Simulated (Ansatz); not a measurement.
## Ni wire along [110], 14 atoms a period: bands along the axis

What gap, if any, does the Ni wire along [110], 14 atoms a period have, and how many channels would it open?

Calculated with Ansatz 0.2.0; DFT PBE, plane waves, PAW; relaxation of a wire's period; PAW set soft_1, in the first sound run; inputs show where later runs differ.

### 1. The starting structure

The cell holds 14 atoms: 14 Ni. Its edges and angles: a = 13.840 Å, b = 14.267 Å, c = 2.489 Å, α = 90.0°, β = 90.0°, γ = 90.0°. Vacuum lies along a and b. The structure's axis is c.

### 2. Relaxation of atoms and period

Band widths follow the bond lengths, so the wire is relaxed first. The atoms and the third cell vector are free; the box across stays fixed as vacuum. Moments are seeded so that a magnetic state can form if it lies lower. A Fermi-Dirac smearing is set since the result may be a metal. The pressure printed is a third of the stress's trace over the whole box, vacuum included; only the stress along the axis is relaxed.

input.yaml

```yaml
crystal:
  lattice:
    - [13.84, 0.0, 0.0]
    - [0.0, 14.267, 0.0]
    - [0.0, 0.0, 2.4890158698]
  atoms:
    - { symbol: Ni, position: [0.37283237, 0.674461322, 0.0], spin: 0.8 }
    - { symbol: Ni, position: [0.37283237, 0.500001669, 0.0], spin: 0.8 }
    - { symbol: Ni, position: [0.62716763, 0.674461322, 0.0], spin: 0.8 }
    - { symbol: Ni, position: [0.62716763, 0.500001669, 0.0], spin: 0.8 }
    - { symbol: Ni, position: [0.24566474, 0.412771842, 0.5], spin: 0.8 }
    - { symbol: Ni, position: [0.24566474, 0.587231495, 0.5], spin: 0.8 }
    - { symbol: Ni, position: [0.5, 0.238312189, 0.5], spin: 0.8 }
    - { symbol: Ni, position: [0.5, 0.412771842, 0.5], spin: 0.8 }
    - { symbol: Ni, position: [0.5, 0.587231495, 0.5], spin: 0.8 }
    - { symbol: Ni, position: [0.5, 0.761691148, 0.5], spin: 0.8 }
    - { symbol: Ni, position: [0.75433526, 0.412771842, 0.5], spin: 0.8 }
    - { symbol: Ni, position: [0.75433526, 0.587231495, 0.5], spin: 0.8 }
    - { symbol: Ni, position: [0.37283237, 0.325542015, 0.0], spin: 0.8 }
    - { symbol: Ni, position: [0.62716763, 0.325542015, 0.0], spin: 0.8 }
magnetization:
  spin_polarized: true
kpoints:
  mp_grid: { grid: [1, 1, 33] }
scf:
  occupations: { method: fermi_dirac, width: 0.05 }
hamiltonian:
  xc: pbe
  pseudopotentials: { kind: paw, azcp: { folder: soft_1 } }
relax:
  cell: { fix: [a, b, alpha, beta, gamma] }
  max_steps: 45
  f_tol: 0.03
```

Launch:

```console
$ ansatz run input.yaml --threads 4 --pin off --max-ram 16384MiB --backend cpu --events-out ev --progress --plain --runs-dir out
```

Numbers of over 12 decimals in the logs are rounded to 6 here.

The program printed:

```text
Engine: ansatz 0.2.0, x86_64-unknown-linux-gnu
Pseudopotentials: kind: paw
Pseudopotential: Ni, paw, valence charge 18, recommended cutoff 420 eV (normal), soft_1/Ni.paw.azcp
Functional definition: PBE
  parameter kappa = 0.804
  parameter beta = 0.066725
  exchange = pbe_x(kappa = kappa, mu = beta*pi^2/3)
  correlation = pbe_c(beta = beta)
Crystal: 14 atoms, lattice volume = 491.469 Å³
Basis set: ecut = 420 eV, 9593 PW (Γ), exchange–correlation on 192×192×36 points (8 copies of the dense FFT grid, shifted against one another)
Bands: 158, of which v1, the nominal top of the filled ones, is band 126 counted from 1 (125 counted from 0)
Symmetry: 8 space group operations
Space group: Pmmm (ITA 47), of the structure as read, at distance tolerance 7.9e-5 Å
Magnetic group: BNS 47.249 (UNI 347), of the structure as read, at distance tolerance 7.9e-5 Å
k-points: 17 of 33
Non-local potential: Ni, projectors of the file, l = 0: 3, l = 1: 2, l = 2: 3, l = 3: 1
PAW form: soft (Blöchl's): semilocal exchange-correlation on the pseudo side does not see the compensation charge
PAW one-centre angular grid: Ni, 590 points (default); XC on 64 Gauss nodes
Initial density: superposition of atomic densities (neutral atoms: chi_scale 0, normalization atom)
Starting moments: Σ|m| = 11.2 μB on 14 of 14 sites
Initial wavefunctions: pseudopotential atomic-orbital guess
Functional: x = pbe(κ = 0.804, μ = 0.219515), c = pbe(β = 0.066725)
SCF iter   1: F=—  HF=-81733.446015 eV  |F-HF|=—  |Δ(HF+E_count)|=         —  Δρ=1.92e-2 (↑1.76e-2 ↓1.92e-2)  dr2=2.05e1  dr2_m=7.50e-1  M=11.371 μB ∫|m|=11.964 μB  β_m=0.30  ethr=3.10e-3  ⟨swp⟩=8.5  Hψ=24673  notcnv=0  defer=228
Mixer restart at iter 1: flushing history
preconditioner: auto → LDOS  [metal: Δε(μ)=0.003 eV  Ē_g=6.505 eV  σ=0.050 eV  W_gap=0.02  n_scr=96 (ndim 8)  ℏωp=19.8 eV  f_vac=0.577  D(μ)=35.07/eV (n_scr^D=404)]
spin=Collinear: LDOS preconditioning applied to the charge; magnetization (m = ρ↑ − ρ↓) channel mixes plain (no charge-response kernel on spin).
SCF iter   2: F=—  HF=-81736.298193 eV  |F-HF|=—  |Δ(HF+E_count)|=    2.85e0  Δρ=1.70e-2 (↑1.70e-2 ↓8.61e-3)  dr2=3.72e0  dr2_m=3.69e-1  M=11.188 μB ∫|m|=11.998 μB  β_m=0.36  ethr=3.10e-3  ⟨swp⟩=2.2  Hψ=8903  notcnv=0  defer=540
SCF iter   3: F=—  HF=-81742.391582 eV  |F-HF|=—  |Δ(HF+E_count)|=    6.09e0  Δρ=7.81e-3 (↑5.08e-3 ↓7.81e-3)  dr2=3.70e-1  dr2_m=1.33e-1  M=11.121 μB ∫|m|=12.137 μB  β_m=0.41  ethr=1.48e-3  ⟨swp⟩=3.0  Hψ=8844  notcnv=0  defer=536
SCF iter   4: F=—  HF=-81744.855605 eV  |F-HF|=—  |Δ(HF+E_count)|=    2.46e0  Δρ=5.02e-3 (↑5.02e-3 ↓3.31e-3)  dr2=2.49e-1  dr2_m=2.25e-2  M=10.868 μB ∫|m|=12.066 μB  β_m=0.68  ethr=1.47e-4  ⟨swp⟩=2.7  Hψ=8575  notcnv=0  defer=541
SCF iter   5: F=—  HF=-81746.246013 eV  |F-HF|=—  |Δ(HF+E_count)|=         —  Δρ=4.88e-3 (↑3.13e-3 ↓4.88e-3)  dr2=1.06e-1  dr2_m=4.59e-2  M=10.283 μB ∫|m|=11.678 μB  β_m=0.68  ethr=9.90e-5  ⟨swp⟩=3.8  Hψ=12920  notcnv=0  defer=553
SCF iter   6: F=—  HF=-81746.263293 eV  |F-HF|=—  |Δ(HF+E_count)|=   1.73e-2  Δρ=4.96e-3 (↑1.31e-3 ↓4.96e-3)  dr2=1.07e-1  dr2_m=1.99e-2  M=10.145 μB ∫|m|=11.528 μB  β_m=0.71  ethr=4.22e-5  ⟨swp⟩=2.0  Hψ=9019  notcnv=0  defer=588
SCF iter   7: F=—  HF=-81746.276957 eV  |F-HF|=—  |Δ(HF+E_count)|=   1.37e-2  Δρ=1.50e-3 (↑1.41e-3 ↓1.50e-3)  dr2=1.95e-2  dr2_m=2.14e-3  M=10.178 μB ∫|m|=11.569 μB  β_m=0.71  ethr=4.22e-5  ⟨swp⟩=2.0  Hψ=8125  notcnv=0  defer=583
SCF iter   8: F=—  HF=-81746.281679 eV  |F-HF|=—  |Δ(HF+E_count)|=   4.72e-3  Δρ=6.82e-4 (↑3.76e-4 ↓6.82e-4)  dr2=5.03e-3  dr2_m=2.06e-4  M=10.113 μB ∫|m|=11.504 μB  β_m=0.60  ethr=7.75e-6  ⟨swp⟩=2.0  Hψ=10127  notcnv=0  defer=588
SCF iter   9: F=—  HF=-81746.280838 eV  |F-HF|=—  |Δ(HF+E_count)|=   8.41e-4  Δρ=1.68e-4 (↑1.67e-4 ↓1.68e-4)  dr2=8.57e-5  dr2_m=1.04e-4  M=10.098 μB ∫|m|=11.492 μB  β_m=0.78  ethr=1.99e-6  ⟨swp⟩=2.0  Hψ=7785  notcnv=0  defer=588
SCF iter  10: F=—  HF=-81746.280943 eV  |F-HF|=—  |Δ(HF+E_count)|=   1.05e-4  Δρ=1.54e-4 (↑8.04e-5 ↓1.54e-4)  dr2=1.32e-4  dr2_m=2.47e-5  M=10.102 μB ∫|m|=11.491 μB  β_m=0.71  ethr=3.40e-8  ⟨swp⟩=3.0  Hψ=11811  notcnv=0  defer=588
SCF iter  11: F=—  HF=-81746.280947 eV  |F-HF|=—  |Δ(HF+E_count)|=   4.01e-6  Δρ=8.78e-5 (↑7.02e-5 ↓8.78e-5)  dr2=7.11e-5  dr2_m=2.20e-6  M=10.103 μB ∫|m|=11.493 μB  β_m=0.57  ethr=3.40e-8  ⟨swp⟩=2.0  Hψ=9647  notcnv=0  defer=588
SCF iter  12: F=—  HF=-81746.280938 eV  |F-HF|=—  |Δ(HF+E_count)|=   9.00e-6  Δρ=2.07e-5 (↑1.35e-5 ↓2.07e-5)  dr2=1.56e-6  dr2_m=9.04e-7  M=10.105 μB ∫|m|=11.494 μB  β_m=0.78  ethr=2.82e-8  ⟨swp⟩=2.0  Hψ=7644  notcnv=0  defer=588
SCF iter  13: F=—  HF=-81746.280939 eV  |F-HF|=—  |Δ(HF+E_count)|=   7.62e-7  Δρ=1.19e-5 (↑3.72e-6 ↓1.19e-5)  dr2=4.81e-7  dr2_m=1.60e-7  M=10.106 μB ∫|m|=11.494 μB  β_m=0.88  ethr=6.18e-10  ⟨swp⟩=2.1  Hψ=9701  notcnv=0  defer=588
SCF iter  14: F=—  HF=-81746.280939 eV  |F-HF|=—  |Δ(HF+E_count)|=   3.88e-7  Δρ=9.13e-6 (↑5.71e-6 ↓9.13e-6)  dr2=6.74e-7  dr2_m=5.13e-8  M=10.106 μB ∫|m|=11.494 μB  β_m=0.76  ethr=1.91e-10  ⟨swp⟩=2.4  Hψ=9756  notcnv=0  defer=588
SCF iter  15: F=—  HF=-81746.280939 eV  |F-HF|=—  |Δ(HF+E_count)|=   1.08e-7  Δρ=4.09e-6 (↑2.60e-6 ↓4.09e-6)  dr2=1.01e-7  dr2_m=1.58e-8  M=10.106 μB ∫|m|=11.494 μB  β_m=0.69  ethr=1.91e-10  ⟨swp⟩=2.0  Hψ=9701  notcnv=0  defer=588
SCF iter  16: F=—  HF=-81746.280939 eV  |F-HF|=—  |Δ(HF+E_count)|=   3.94e-9  Δρ=9.32e-7 (↑4.93e-7 ↓9.32e-7)  dr2=3.50e-9  dr2_m=1.21e-9  M=10.106 μB ∫|m|=11.494 μB  β_m=0.78  ethr=4.02e-11  ⟨swp⟩=3.0  Hψ=9430  notcnv=0  defer=588
SCF iter  17: F=-81746.280939 eV  HF=-81746.280939 eV  |F-HF|=8.95e-9  |Δ(HF+E_count)|=   5.66e-9  Δρ=1.17e-6 (↑4.84e-7 ↓1.17e-6)  dr2=1.05e-8  dr2_m=8.04e-10  M=10.106 μB ∫|m|=11.494 μB  ethr=1.39e-12  ⟨swp⟩=1.4  Hψ=16064  notcnv=0
SCF 1 converged in 17 iterations: F = -81746.280939 eV  dr2 = 1.05e-8
  greatest PAW one-centre occupation: 1.001 electrons in one spin orbital (limit 2), on the Ni atom at site 10 (counted from 0), in its partial waves of l = 1
relax step   1: F+E_penalty+E_count = -81746.28093898 eV  Δ(F+E_penalty+E_count) = +0.000e0 eV  max|allowed force component| = 7.446e-1 eV/Å  Δτ_max = 0.0000 Å  P = -2.754 GPa  Ω = 491.469 Å³  fix = [a, b, alpha, beta, gamma]  reactions: a -2.411, b -2.269 GPa  (17 SCF iters, dr2 threshold 1.00e-7 eV, accepted)
Crystal: 14 atoms, lattice volume = 485.578 Å³
Basis set: ecut = 420 eV, 9453 PW (Γ), exchange–correlation on 192×192×36 points (8 copies of the dense FFT grid, shifted against one another)
Initial density: handed on by an earlier stage of this run
[...]
Initial wavefunctions: pseudopotential atomic-orbital guess (no wavefunctions were taken with the density)
iter 1 solved again at ethr=2.41e-6 eV; its pass at ethr=3.10e-3 eV (dr2=6.07e-3 eV) is discarded
SCF iter   1: F=—  HF=-81746.619257 eV  |F-HF|=—  |Δ(HF+E_count)|=         —  Δρ=9.88e-5 (↑4.13e-5 ↓9.88e-5)  dr2=5.96e-5  dr2_m=4.59e-6  M=9.803 μB ∫|m|=11.140 μB  β_m=0.65  ethr=2.41e-6  ⟨swp⟩=3.7  Hψ=37640  notcnv=0
preconditioner: auto → LDOS  [metal: Δε(μ)=0.005 eV  Ē_g=6.504 eV  σ=0.050 eV  W_gap=0.02  n_scr=40 (ndim 8)  ℏωp=20.1 eV  f_vac=0.607  D(μ)=28.34/eV (n_scr^D=302)]
spin=Collinear: LDOS preconditioning applied to the charge; magnetization (m = ρ↑ − ρ↓) channel mixes plain (no charge-response kernel on spin).
SCF iter   2: F=—  HF=-81746.619525 eV  |F-HF|=—  |Δ(HF+E_count)|=   2.68e-4  Δρ=2.22e-5 (↑2.22e-5 ↓2.18e-5)  dr2=2.53e-5  dr2_m=7.06e-8  M=9.801 μB ∫|m|=11.138 μB  β_m=0.57  ethr=2.37e-8  ⟨swp⟩=2.1  Hψ=8979  notcnv=0
SCF iter   3: F=—  HF=-81746.619527 eV  |F-HF|=—  |Δ(HF+E_count)|=   1.83e-6  Δρ=2.97e-5 (↑2.97e-5 ↓1.08e-5)  dr2=4.29e-6  dr2_m=6.81e-7  M=9.800 μB ∫|m|=11.137 μB  β_m=0.52  ethr=1.00e-8  ⟨swp⟩=2.0  Hψ=7162  notcnv=0
SCF iter   4: F=—  HF=-81746.619528 eV  |F-HF|=—  |Δ(HF+E_count)|=   7.81e-7  Δρ=1.66e-5 (↑7.63e-6 ↓1.66e-5)  dr2=2.31e-6  dr2_m=4.40e-7  M=9.799 μB ∫|m|=11.136 μB  β_m=0.55  ethr=1.70e-9  ⟨swp⟩=2.0  Hψ=8058  notcnv=0
SCF iter   5: F=—  HF=-81746.619529 eV  |F-HF|=—  |Δ(HF+E_count)|=   1.44e-6  Δρ=9.24e-6 (↑9.24e-6 ↓2.34e-6)  dr2=4.45e-7  dr2_m=6.58e-8  M=9.799 μB ∫|m|=11.136 μB  β_m=0.54  ethr=9.16e-10  ⟨swp⟩=2.2  Hψ=8494  notcnv=0
SCF iter   6: F=—  HF=-81746.619529 eV  |F-HF|=—  |Δ(HF+E_count)|=   6.84e-8  Δρ=2.40e-6 (↑1.02e-6 ↓2.40e-6)  dr2=2.40e-8  dr2_m=7.00e-9  M=9.798 μB ∫|m|=11.135 μB  β_m=0.60  ethr=1.76e-10  ⟨swp⟩=1.9  Hψ=7564  notcnv=0
SCF iter   7: F=—  HF=-81746.619529 eV  |F-HF|=—  |Δ(HF+E_count)|=   7.89e-9  Δρ=8.99e-7 (↑8.99e-7 ↓6.69e-7)  dr2=5.15e-9  dr2_m=7.28e-10  M=9.799 μB ∫|m|=11.135 μB  β_m=0.61  ethr=9.53e-12  ⟨swp⟩=2.6  Hψ=9295  notcnv=0
SCF iter   8: F=—  HF=-81746.619529 eV  |F-HF|=—  |Δ(HF+E_count)|=   1.48e-8  Δρ=3.17e-7 (↑2.93e-7 ↓3.17e-7)  dr2=1.25e-9  dr2_m=1.92e-10  M=9.799 μB ∫|m|=11.135 μB  β_m=0.58  ethr=2.04e-12  ⟨swp⟩=2.6  Hψ=9210  notcnv=0
SCF iter   9: F=—  HF=-81746.619529 eV  |F-HF|=—  |Δ(HF+E_count)|=  8.73e-11  Δρ=2.23e-7 (↑2.23e-7 ↓1.56e-7)  dr2=1.58e-10  dr2_m=1.03e-10  M=9.799 μB ∫|m|=11.135 μB  β_m=0.70  ethr=1.00e-12  ⟨swp⟩=2.0  Hψ=7717  notcnv=0
SCF iter  10: F=—  HF=-81746.619529 eV  |F-HF|=—  |Δ(HF+E_count)|=  5.82e-11  Δρ=1.21e-7 (↑1.21e-7 ↓7.09e-8)  dr2=4.73e-11  dr2_m=2.55e-11  M=9.799 μB ∫|m|=11.135 μB  β_m=0.84  ethr=1.00e-12  ⟨swp⟩=1.2  Hψ=5380  notcnv=0
SCF iter  11: F=—  HF=-81746.619529 eV  |F-HF|=—  |Δ(HF+E_count)|=  7.28e-11  Δρ=6.86e-8 (↑6.86e-8 ↓6.19e-8)  dr2=5.53e-11  dr2_m=3.21e-12  M=9.799 μB ∫|m|=11.135 μB  β_m=0.71  ethr=1.00e-12  ⟨swp⟩=1.3  Hψ=5382  notcnv=0
SCF iter  12: F=-81746.619529 eV  HF=-81746.619529 eV  |F-HF|=2.18e-10  |Δ(HF+E_count)|=  1.16e-10  Δρ=4.97e-8 (↑2.29e-8 ↓4.97e-8)  dr2=3.20e-11  dr2_m=1.54e-12  M=9.799 μB ∫|m|=11.135 μB  ethr=1.00e-12  ⟨swp⟩=3.6  Hψ=17998  notcnv=0
SCF 6 converged in 12 iterations: F = -81746.619529 eV  dr2 = 3.20e-11
relax step   6: F+E_penalty+E_count = -81746.61952928 eV  Δ(F+E_penalty+E_count) = +3.360e-3 eV  max|allowed force component| = 6.584e-4 eV/Å  Δτ_max = 0.0000 Å  P = -0.007 GPa  Ω = 478.812 Å³  fix = [a, b, alpha, beta, gamma]  reactions: a -0.016, b -0.024 GPa  stress off target by 1.84e-2 GPa on what of the cell is left free  SCF on the basis re-selected at this cell (its energy is not comparable with the rows above)  (12 SCF iters)
basis re-selected at this cell: Δ(F+E_penalty+E_count) = +3.360e-3 eV, ΔP = +0.010 GPa vs the last step (what re-selecting the basis moved, of the pressure what is left beyond the Pulay correction that the steps carried, after the strain that the cell walked since its last selection, with what the two solves' SCF thresholds leave and, on support functions, any second-order correction that the steps lacked; it is no m [...]
SCF converged after 12 iterations
Magnetization: 9.7985 μB (130.8993 up, 121.1007 down)
Absolute magnetization: 11.1495 μB (∫|ρ↑−ρ↓|, with the PAW one-centre terms)
Spin contamination: 0.1446 ħ² per cell (⟨S²⟩ above its minimum at these occupations)
Per-site moments (μB) at R_I (Å): [(0.729469, 0.998851), (0.735303, 0.995444), (0.729469, 0.998851), (0.735303, 0.995444), (0.752034, 0.995444), (0.752034, 0.995444), (0.735583, 0.983233), (0.730216, 0.983233), (0.730216, 0.983233), (0.735583, 0.983233), (0.752034, 0.995444), (0.752034, 0.995444), (0.729469, 0.998851), (0.729469, 0.998851)]
Free energy (F): -81746.619529 eV
Harris-Foulkes:  -81746.619529 eV  (|F-HF|=2.18e-10)
Internal energy: -81746.389167 eV  (E = F + TS)
E sigma→0 (E₀):  -81746.504348 eV
Entropy (-TS):   -0.230362 eV (-16.454 meV/atom)
Fermi energy:    2.578935 eV
--- Per-component energies (eV) ---
  E_band       = -7858.874509
  E_kinetic    = 4743.992023
  E_local      = -245634.819654  (includes V_loc(G=0)·N_el)
  E_nonlocal   = -1621.677063
  E_hartree    = 122550.920977
  E_xc         = -1565.447214
  E_vxc        = -2018.304219  (∫ρ·V_xc dr)
  E_paw        = -23218.303298  (= ΣΔE_a)
  E_vpaw       = -8429.920189  (= ΣTr[D̂ρ^β])
  E_aug_tail   = 0.013432  (compensation charges beyond the density's cutoff)
  E_ewald      = 62998.931629
  E_smearing   = -0.230362  (= −TS)
  E_closure    = 0.000000  (closes the sum)
  Σ components = -81746.619529   (vs F -81746.619529, Δ=0.00e0)
--- Forces (eV/Å), atoms counted from 1 ---
  atom   1  Ni    -0.00023772     0.00005025     0.00000000
  atom   2  Ni     0.00049511    -0.00000000    -0.00000000
  atom   3  Ni     0.00023772     0.00005025    -0.00000000
  atom   4  Ni    -0.00049511     0.00000000     0.00000000
  atom   5  Ni    -0.00013661     0.00065840    -0.00000000
  atom   6  Ni    -0.00013661    -0.00065840     0.00000000
  atom   7  Ni    -0.00000000     0.00038487    -0.00000000
  atom   8  Ni     0.00000000    -0.00057970     0.00000000
  atom   9  Ni    -0.00000000     0.00057970    -0.00000000
  atom  10  Ni     0.00000000    -0.00038487     0.00000000
  atom  11  Ni     0.00013661     0.00065840    -0.00000000
  atom  12  Ni     0.00013661    -0.00065840     0.00000000
  atom  13  Ni    -0.00023772    -0.00005025     0.00000000
  atom  14  Ni     0.00023772    -0.00005025    -0.00000000
  max |Σ_I F_I| component: 1.36e-19 eV/Å
--- Stress (GPa, compression-positive) ---
       -0.015532       0.000000       0.000000
        0.000000      -0.023506       0.000000
        0.000000       0.000000       0.018447
  P = ⅓ Tr σ = -0.0069 GPa (-0.069 kbar)
--- Relaxed structure (5 steps of the walk, 5 accepted, 1 SCFs on fresh bases) ---
  F+E_penalty+E_count = -81746.61952928 eV   max|allowed force component| = 6.584e-4 eV/Å   (the final SCF, on the basis selected at the relaxed cell)
  cell:  # Å, volume = 478.8125 Å³
    - [13.84, 0, 0]
    - [0, 14.267, 0]
    - [0, 0, 2.424916]
  atoms:
    - { symbol: Ni, position: [0.371686, 0.674055, 0] }
    - { symbol: Ni, position: [0.372491, 0.500000, 0] }
    - { symbol: Ni, position: [0.628314, 0.674055, 0.0] }
    - { symbol: Ni, position: [0.627509, 0.500000, 0.0] }
    - { symbol: Ni, position: [0.250505, 0.414065, 0.5] }
    - { symbol: Ni, position: [0.250505, 0.585935, 0.5] }
    - { symbol: Ni, position: [0.5, 0.246508, 0.5] }
    - { symbol: Ni, position: [0.5, 0.413579, 0.5] }
    - { symbol: Ni, position: [0.5, 0.586421, 0.5] }
    - { symbol: Ni, position: [0.5, 0.753492, 0.5] }
    - { symbol: Ni, position: [0.749495, 0.414065, 0.5] }
    - { symbol: Ni, position: [0.749495, 0.585935, 0.5] }
    - { symbol: Ni, position: [0.371686, 0.325945, 0] }
    - { symbol: Ni, position: [0.628314, 0.325945, 0.0] }
```

Run time: 5.3 min. Hardware: 4 threads of Intel Xeon Platinum 8488C (Sapphire Rapids), shared host; peak memory 2.9 GiB.

[end of part 1 of 2]

[Logs are printed without paths, hosts, clocks, repeated set-up lines and the standing remarks that a program may print on its own settings, such as how far it seeks lower states.]

[Hosts, paths, dates, database ids (printed as entryN), source tags and the programs' standing remarks are cut or masked in the printed files.]
